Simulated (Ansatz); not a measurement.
In doubt: one-shot GW on d or f shells is unsure, so the values of those runs are not to be relied on.

Rows from a G0W0 calculation on KSrCeNbO6 (F-43m) (Ansatz 0.2.0; G0W0 on PBE with a share 0.2 of exact exchange, plane waves, PAW; PAW set soft_1; 2×2×2 mesh, 641 empty bands, screening to 150 eV, PAW set soft_1 files), in eV. Spin-orbit coupling is left out.

```
row                       k  band   start       Σx  Σc at the solution      Vxc
  A                       Γ    v1   6.640  -25.622               4.144  -21.680
  B                       Γ    c1  10.820  -22.143             -10.736  -34.328
  C  (0.000, 0.000, -0.500)    v2   6.036  -24.902               3.990  -21.085
  D                       Γ    c2  11.050  -23.127             -10.443  -35.030
  E  (0.000, 0.000, -0.500)    c1  10.750  -21.341              -9.455  -32.195
  F  (0.000, 0.000, -0.500)    v1   6.150  -25.276               4.073  -21.405
```

Work out each quasiparticle level and how far it moved.

The quasiparticle equation reads E = start + Σx + Σc(E) − Vxc.

```
row  E (eV)  shift (eV)
  A   6.841      +0.202
  B  12.269      +1.449
  C   6.210      +0.174
  D  12.510      +1.460
  E  12.149      +1.399
  F   6.352      +0.203
```

Limits: not at the basis limit; f levels unsure; no spin polarisation; f levels unsure; no spin-orbit coupling; coarse k mesh.

[Paths, hosts, dates, memory and timing lines, banners, echoed tables and standing remarks are left out of the program output.]

[Logs are printed without paths, hosts, clocks, repeated set-up lines and the standing remarks that a program may print on its own settings, such as how far it seeks lower states.]

[Runs of the session that timed out or met a known fault of the program may be left out.]

[Cells called generated may have been cut or substituted from an entry of the Crystallography Open Database or the Materials Project.]

[Hosts, paths, dates, database ids (printed as entryN), source tags and the programs' standing remarks are cut or masked in the printed files.]
